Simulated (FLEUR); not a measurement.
# GdRh2: parallel and opposed starts

Aim: find out whether GdRh2 carries moments, and which collinear order costs least.

Method: LDA (VWN) with U = 4.02 eV, J = 0.7 eV on Gd f; all-electron FLAPW, Dirac cores, scalar-relativistic bands, in FLEUR MaX-R8.1.

### Step 1. Starting point

The structure is cubic, space group Fd-3m (No. 227). Conventional cell: a = 7.531 Å, b = 7.531 Å, c = 7.531 Å, α = 90.00°, β = 90.00°, γ = 90.00°. Nearest to Gd lie 12 Rh at 3.12 Å and 4 Gd at 3.26 Å. Rh has 6 Rh at 2.66 Å and 6 Gd at 3.12 Å nearest. Farther neighbours are not listed.

Coordinates:

```cif
data_structure
_symmetry_space_group_name_H-M 'Fd-3m:1'
_symmetry_Int_Tables_number 227
_cell_length_a 7.5313
_cell_length_b 7.5313
_cell_length_c 7.5313
_cell_angle_alpha 90.000
_cell_angle_beta 90.000
_cell_angle_gamma 90.000
_cell_volume 427.19
loop_
_atom_site_label
_atom_site_type_symbol
_atom_site_symmetry_multiplicity
_atom_site_Wyckoff_symbol
_atom_site_fract_x
_atom_site_fract_y
_atom_site_fract_z
_atom_site_occupancy
Gd1 Gd 8 a 0.25000 0.25000 0.25000 1
Rh1 Rh 16 d 0.37500 0.87500 0.12500 1
```

The cell comes from a database of computed structures and need not be the stable phase.

### Step 2. Run 1 (ferro ++)

The parallel start comes first: it shows whether parallel moments hold. The U counters the self-interaction that shrinks the moments of a localised shell.

The file n_mmp_mat seeds the f occupations with whole cubic orbitals by Hund's first rule, so that the U acts from the first pass. inpgen writes inp.xml from crystal.txt; cutoffs, mixing, functional, smearing and local orbitals are then set in the file. The k list default-1 (kpts.xml, not shown) is a Γ-centred 6×6×6 mesh; where the ranks do not divide the number of points, some are split in two of half the weight.

inp.xml reads:

```
<?xml version="1.0" encoding="UTF-8" standalone="no"?>
<fleurInput fleurInputVersion="0.39">
   <comment>
      GdRh2
   </comment>
   <calculationSetup>
      <cutoffs Kmax="3.6" Gmax="10.8" GmaxXC="10.8" numbands="0"/>
      <scfLoop itmax="130" minDistance="0.0001" maxIterBroyd="15" imix="Anderson" alpha="0.05" precondParam="0.0" spinf="2.0" sdNocoIR="T"/>
      <coreElectrons ctail="T" frcor="F" kcrel="0" coretail_lmax="0"/>
      <xcFunctional name="vwn" relativisticCorrections="F"/>
      <magnetism jspins="2"/>
      <soc l_soc="F" theta="0.0" phi="0.0" spav="F"/>
      <expertModes spex="0" secvar="F"/>
      <geometryOptimization l_f="F" forcealpha="1.0" forcemix="BFGS" epsdisp="0.00001" epsforce="0.00001"/>
      <ldaU l_linMix="F" mixParam="0.05" spinf="1.0"/>
   </calculationSetup>
   <cell>
      <bzIntegration valenceElectrons="96.0" mode="hist" fermiSmearingEnergy="0.00293995">
         <kPointListSelection listName="default-1"/>
         <xi:include xmlns:xi="http://www.w3.org/2001/XInclude" href="kpts.xml"> </xi:include>
      </bzIntegration>
      <xi:include xmlns:xi="http://www.w3.org/2001/XInclude" href="sym.xml"> </xi:include>
      <bulkLattice scale="1.0">
         <bravaisMatrix>
            <row-1>    0.0000000000000000     7.1160836199329598     7.1160836199329598</row-1>
            <row-2>    7.1160836199329598     0.0000000000000000     7.1160836199329598</row-2>
            <row-3>    7.1160836199329598     7.1160836199329598     0.0000000000000000</row-3>
         </bravaisMatrix>
      </bulkLattice>
   </cell>
   <atomSpecies>
      <species name="Gadolinium7.000" element="Gd" atomicNumber="64">
         <mtSphere radius="2.8" gridPoints="925" logIncrement="0.014"/>
         <atomicCutoffs lmax="10" lnonsphr="8"/>
         <electronConfig flipSpins="F">
            <coreConfig>(1s1/2) (2s1/2) (2p1/2) (2p3/2) (3s1/2) (3p1/2) (3p3/2) (4s1/2) (3d3/2) (3d5/2) (4p1/2) (4p3/2) (4d3/2) (4d5/2)</coreConfig>
            <valenceConfig>(5s1/2) (5p1/2) (5p3/2) (6s1/2) (4f5/2) (4f7/2) (5d3/2) (5d5/2)</valenceConfig>
            <stateOccupation state="(4f5/2)" spinUp="2.5" spinDown="0.5"/>
            <stateOccupation state="(4f7/2)" spinUp="4.0" spinDown="0.0"/>
            <stateOccupation state="(5d3/2)" spinUp="0.4" spinDown="0.0"/>
            <stateOccupation state="(5d5/2)" spinUp="0.6" spinDown="0.0"/>
         </electronConfig>
         <energyParameters s="6" p="6" d="5" f="4"/>
         <ldaU l="3" U="4.02" J="0.7" l_amf="F"/>
         <lo type="SCLO" l="0" n="5" eDeriv="0"/>
         <lo type="SCLO" l="1" n="5" eDeriv="0"/>
      </species>
      <species name="Rhodium (Rh)" element="Rh" atomicNumber="45">
         <mtSphere radius="2.45" gridPoints="811" logIncrement="0.016"/>
         <atomicCutoffs lmax="10" lnonsphr="8"/>
         <electronConfig flipSpins="F">
            <coreConfig>(1s1/2) (2s1/2) (2p1/2) (2p3/2) (3s1/2) (3p1/2) (3p3/2) (4s1/2) (3d3/2) (3d5/2)</coreConfig>
            <valenceConfig>(4p1/2) (4p3/2) (5s1/2) (4d3/2) (4d5/2)</valenceConfig>
            <stateOccupation state="(5s1/2)" spinUp="0.500000" spinDown="0.500000"/>
            <stateOccupation state="(4d3/2)" spinUp="1.600000" spinDown="1.600000"/>
            <stateOccupation state="(4d5/2)" spinUp="2.400000" spinDown="2.400000"/>
         </electronConfig>
         <energyParameters s="5" p="5" d="4" f="4"/>
         <lo type="SCLO" l="1" n="4" eDeriv="0"/>
      </species>
   </atomSpecies>
   <atomGroups>
      <atomGroup species="Gadolinium7.000">
         <relPos label="                   1">-3.000/8.000 -3.000/8.000 -3.000/8.000</relPos>
         <relPos label="                   2">3.000/8.000 3.000/8.000 3.000/8.000</relPos>
         <force calculate="T" relaxXYZ="TTT"/>
      </atomGroup>
      <atomGroup species="Rhodium (Rh)">
         <relPos label="                   3">.0000000000 .0000000000 1.000/2.000</relPos>
         <relPos label="                   4">.0000000000 1.000/2.000 .0000000000</relPos>
         <relPos label="                   5">.0000000000 .0000000000 .0000000000</relPos>
         <relPos label="                   6">1.000/2.000 .0000000000 .0000000000</relPos>
         <force calculate="T" relaxXYZ="TTT"/>
      </atomGroup>
   </atomGroups>
   <output dos="F" band="F" slice="F">
      <bandDOS minEnergy="-.5*Htr" maxEnergy="0.5*Htr" sigma="0.015" storeEVData="T"/>
      <plotting iplot="0" polar="F">
         <plot TwoD="T" vec1="  1.0  0.0  0.0" vec2="  0.0  1.0  0.0" vec3="  0.0  0.0  1.0" zero="  0.0  0.0  0.0" file="plot"/>
      </plotting>
      <moessbauerParams electricFieldGradient="F" isomerShift="F" coreHyperfine="F" valenceHyperfine="F"/>
   </output>
</fleurInput>
```

crystal.txt reads:

```
GdRh2
&input film=F cartesian=F /
0.00000000000  3.76566928260  3.76566928260
3.76566928260  0.00000000000  3.76566928260
3.76566928260  3.76566928260  0.00000000000
1.8897261246
1.0 1.0 1.0

6
64 0.75000000000  0.75000000000  0.75000000000 : 7.000
64 0.50000000000  0.50000000000  0.50000000000 : 7.000
45 0.12500000000  0.12500000000  0.62500000000
45 0.12500000000  0.62500000000  0.12500000000
45 0.12500000000  0.12500000000  0.12500000000
45 0.62500000000  0.12500000000  0.12500000000

&kpt div1=6 div2=6 div3=6 gamma=T /
```

Command:

```sh
OMP_NUM_THREADS=1 inpgen -f crystal.txt > inpgen.log  # inp.xml is then edited as shown
OMP_NUM_THREADS=1 mpirun -n 4 fleur_MPI > fleur.log
```

Output:

```text
Welcome to FLEUR        (www.flapw.de)
      MaX-Release 8.1          (www.max-centre.eu)

 ========== k-point set info ==========
 Selected k-point list: default-1
 k-point list type: mesh
 6 x 6 x 6
 Number of k points: 16

 ------------Calculation Setup---------------------------
 Number of MPI-tasks      :            4
 Number of PE/node        :            4
 Number of OMP-threads    :            1
 k-points in parallel     :            4
 pe's per k-point         :            1
 No of k-point loops      :            4
 Eigenvalue solver        :       lapack
 Number of basis functions:          624
 Approximate size of matrices (H+S) per k-point:         0.006 GB
 --------------------------------------------------------
 Iteration:     1   Distance:      19.99583424 me/bohr^3
 Iteration:     2   Distance:      19.18898581 me/bohr^3
 Iteration:     3   Distance:      14.42425903 me/bohr^3
 Iteration:     4   Distance:       5.46471594 me/bohr^3
 Iteration:     5   Distance:       4.81322103 me/bohr^3
 Iteration:     6   Distance:       2.20239453 me/bohr^3
 Iteration:     7   Distance:       1.23204126 me/bohr^3
 Iteration:     8   Distance:       1.29260142 me/bohr^3
 Iteration:     9   Distance:       0.33586933 me/bohr^3
 Iteration:    10   Distance:       0.05465446 me/bohr^3
 Iteration:    11   Distance:       0.04931265 me/bohr^3
 Iteration:    12   Distance:       0.01882018 me/bohr^3
 Iteration:    13   Distance:       0.01168485 me/bohr^3
 Iteration:    14   Distance:       0.00408118 me/bohr^3
 Iteration:    15   Distance:       0.00226464 me/bohr^3
 Iteration:    16   Distance:       0.00143211 me/bohr^3
 Iteration:    17   Distance:       0.00125431 me/bohr^3
 Iteration:    18   Distance:       0.00053185 me/bohr^3
 Iteration:    19   Distance:       0.00021384 me/bohr^3
 Iteration:    20   Distance:       0.00008777 me/bohr^3

 ********************************************************************
 Run finished successfully
 Stop message:
   all done
 ********************************************************************

--- out.xml (last complete iteration) ---
<iteration numberForCurrentRun="   20" overallNumber="   20">
         [... left out ...]
         <bandgap value="0.0344168211" units="eV"/>
         <sumValenceSingleParticleEnergies value="-23.3812777474" units="Htr"/>
         <FermiEnergy value="0.4163648107" units="Htr"/>
         <valenceDensity>
            <mtCharges spin="1">
               <mtCharge atomType="1" total="11.6355198" s="1.1115356" p="3.0070312" d="0.5345671" f="6.9752890"/>
               <mtCharge atomType="2" total="6.8369730" s="0.2067921" p="3.1363373" d="3.4699378" f="0.0183853"/>
            </mtCharges>
            <mtCharges spin="2">
               <mtCharge atomType="1" total="4.5401566" s="1.0952055" p="2.9726251" d="0.3909105" f="0.0746051"/>
               <mtCharge atomType="2" total="6.9076139" s="0.2109022" p="3.1269996" d="3.5464885" f="0.0178066"/>
            </mtCharges>
            <spinDependentCharge spin="1" total="55.0731880" interstitial="4.4542563" mtSpheres="50.6189317"/>
            <spinDependentCharge spin="2" total="40.9268120" interstitial="4.2160431" mtSpheres="36.7107689"/>
            <totalCharge value="96.0000000000"/>
         </valenceDensity>
         [... left out ...]
         <allElectronCharges>
            <spinDependentCharge spin="1" total="161.0731880" interstitial="4.4586469" mtSpheres="156.6145410"/>
            <spinDependentCharge spin="2" total="146.9268120" interstitial="4.2204273" mtSpheres="142.7063847"/>
            <totalCharge value="307.9999999188"/>
         </allElectronCharges>
         <magneticMomentsInMTSpheres units="muBohr">
            <globalMagMoment atomType="1" vec="0.00000   0.00000   7.09536"/>
            <localMagMoment atomType="1" vec="0.00000   0.00000   7.09536"/>
            <globalMagMoment atomType="2" vec="0.00000   0.00000  -0.07064"/>
            <localMagMoment atomType="2" vec="0.00000   0.00000  -0.07064"/>
         </magneticMomentsInMTSpheres>
         <moessbauerParams unitsHFF="kG" unitsIS="e/bohr^3" unitsEFG="Htr/bohr^2">
         </moessbauerParams>
         <totalEnergy value="   -41669.0915161799" units="Htr">
            <sumOfEigenvalues value="   -25260.8224464233">
               <coreElectrons value="-25237.4411686759"/>
               <valenceElectrons value="-23.3812777474"/>
            </sumOfEigenvalues>
            <densityCoulombPotentialIntegral value="-68412.8098185566"/>
            <densityEffectivePotentialIntegral value="-69769.8494410750"/>
            <chargeDenXCDenIntegral value="-1023.1743209020"/>
            <FockExchangeEnergyValence value="0.0000000000"/>
            <FockExchangeEnergyCore value="0.0000000000"/>
            <atomTypeDependentContributions atomType="1">
               <electronNucleiInteractionDifferentMTs value="27676.8269979679"/>
               <MadelungTerm value="-65.8589292184"/>
            </atomTypeDependentContributions>
            <atomTypeDependentContributions atomType="2">
               <electronNucleiInteractionDifferentMTs value="23123.0152305497"/>
               <MadelungTerm value="-83.6862598482"/>
            </atomTypeDependentContributions>
            <dftUCorrection value="-0.8481369331"/>
            <tkbTimesEntropy value="0.0025900620"/>
            <freeEnergy value="-41669.0941062420"/>
            <extrapolationTo0K value="-41669.0928112109"/>
         </totalEnergy>
         <ldaUDensityMatrix>
            <densityMatrixFor spin="1" atomType="1" uIndex="1" l="3" U="4.02000000" J="0.70000000">
               (+0.99666,+0.00000) (+0.00000,+0.00000) (+0.00000,+0.00000) (+0.00000,+0.00000) (-0.00030,+0.00000) (+0.00000,+0.00000) (+0.00000,+0.00000)
               (+0.00000,+0.00000) (+0.99596,+0.00000) (+0.00000,+0.00000) (+0.00000,+0.00000) (+0.00000,+0.00000) (+0.00109,+0.00000) (+0.00000,+0.00000)
               (+0.00000,+0.00000) (+0.00000,+0.00000) (+0.99681,+0.00000) (+0.00000,+0.00000) (+0.00000,+0.00000) (+0.00000,+0.00000) (-0.00030,+0.00000)
               (+0.00000,+0.00000) (+0.00000,+0.00000) (+0.00000,+0.00000) (+0.99643,+0.00000) (+0.00000,+0.00000) (+0.00000,+0.00000) (+0.00000,+0.00000)
               (-0.00030,+0.00000) (+0.00000,+0.00000) (+0.00000,+0.00000) (+0.00000,+0.00000) (+0.99681,+0.00000) (+0.00000,+0.00000) (+0.00000,+0.00000)
               (+0.00000,+0.00000) (+0.00109,+0.00000) (+0.00000,+0.00000) (+0.00000,+0.00000) (+0.00000,+0.00000) (+0.99596,+0.00000) (+0.00000,+0.00000)
               (+0.00000,+0.00000) (+0.00000,+0.00000) (-0.00030,+0.00000) (+0.00000,+0.00000) (+0.00000,+0.00000) (+0.00000,+0.00000) (+0.99666,+0.00000)
            </densityMatrixFor>
            <densityMatrixFor spin="2" atomType="1" uIndex="1" l="3" U="4.02000000" J="0.70000000">
               (+0.01149,+0.00000) (+0.00000,+0.00000) (+0.00000,+0.00000) (+0.00000,+0.00000) (-0.00035,+0.00000) (+0.00000,+0.00000) (+0.00000,+0.00000)
               (+0.00000,+0.00000) (+0.00852,+0.00000) (+0.00000,+0.00000) (+0.00000,+0.00000) (+0.00000,+0.00000) (+0.00342,+0.00000) (+0.00000,+0.00000)
               (+0.00000,+0.00000) (+0.00000,+0.00000) (+0.01167,+0.00000) (+0.00000,+0.00000) (+0.00000,+0.00000) (+0.00000,+0.00000) (-0.00035,+0.00000)
               (+0.00000,+0.00000) (+0.00000,+0.00000) (+0.00000,+0.00000) (+0.01123,+0.00000) (+0.00000,+0.00000) (+0.00000,+0.00000) (+0.00000,+0.00000)
               (-0.00035,+0.00000) (+0.00000,+0.00000) (+0.00000,+0.00000) (+0.00000,+0.00000) (+0.01167,+0.00000) (+0.00000,+0.00000) (+0.00000,+0.00000)
               (+0.00000,+0.00000) (+0.00342,+0.00000) (+0.00000,+0.00000) (+0.00000,+0.00000) (+0.00000,+0.00000) (+0.00852,+0.00000) (+0.00000,+0.00000)
               (+0.00000,+0.00000) (+0.00000,+0.00000) (-0.00035,+0.00000) (+0.00000,+0.00000) (+0.00000,+0.00000) (+0.00000,+0.00000) (+0.01149,+0.00000)
            </densityMatrixFor>
         </ldaUDensityMatrix>
         <ldaUDensityMatrixConvergence>
            <distance spin="1" distance="0.000000"/>
            <distance spin="2" distance="0.000000"/>
         </ldaUDensityMatrixConvergence>
         <densityConvergence units="me/bohr^3">
            <chargeDensity spin="1" distance="0.0000665343"/>
            <chargeDensity spin="2" distance="0.0000359568"/>
            <overallChargeDensity distance="0.0000877702"/>
            <spinDensity distance="0.0000611212"/>
         </densityConvergence>
      </iteration>
```

Run time: 35 s. Hardware: 4 MPI ranks of Intel Xeon 6975P-C (Granite Rapids), shared host; peak memory 0.33 GiB.

Spin moment in the muffin-tin sphere by atom:

| atom | spin moment in the muffin-tin sphere (μB) |
| --- | --- |
| Gd1 | 7.10 |
| Gd2 | 7.10 |
| Rh3 | -0.07 |
| Rh4 | -0.07 |
| Rh5 | -0.07 |
| Rh6 | -0.07 |

Numbers from this step:

| Property | Result |
| --- | --- |
| free energy | -1133873.8142 eV |
| program's band gap on this mesh (in a metal only a level spacing) | 0.03442 eV |
| magnetization | 14.15 μB |
| final state | ferromagnetic, with opposed induced moments |

After 20 cycles the largest moment stands at 7.10 μB.

(Continued in part 2 of 2.)

[Logs and program files are shortened in this print: banners, set-up blocks, solver, clock and traceback lines can be left out without a mark of their own.]

[Logs are printed without paths, hosts, clocks, repeated set-up lines and the standing remarks that a program may print on its own settings, such as how far it seeks lower states.]

[Hosts, paths, dates, database ids (printed as entryN), source tags and the programs' standing remarks are cut or masked in the printed files.]

[Where a cell is said to come from a database of computed structures, the database is the Materials Project.]
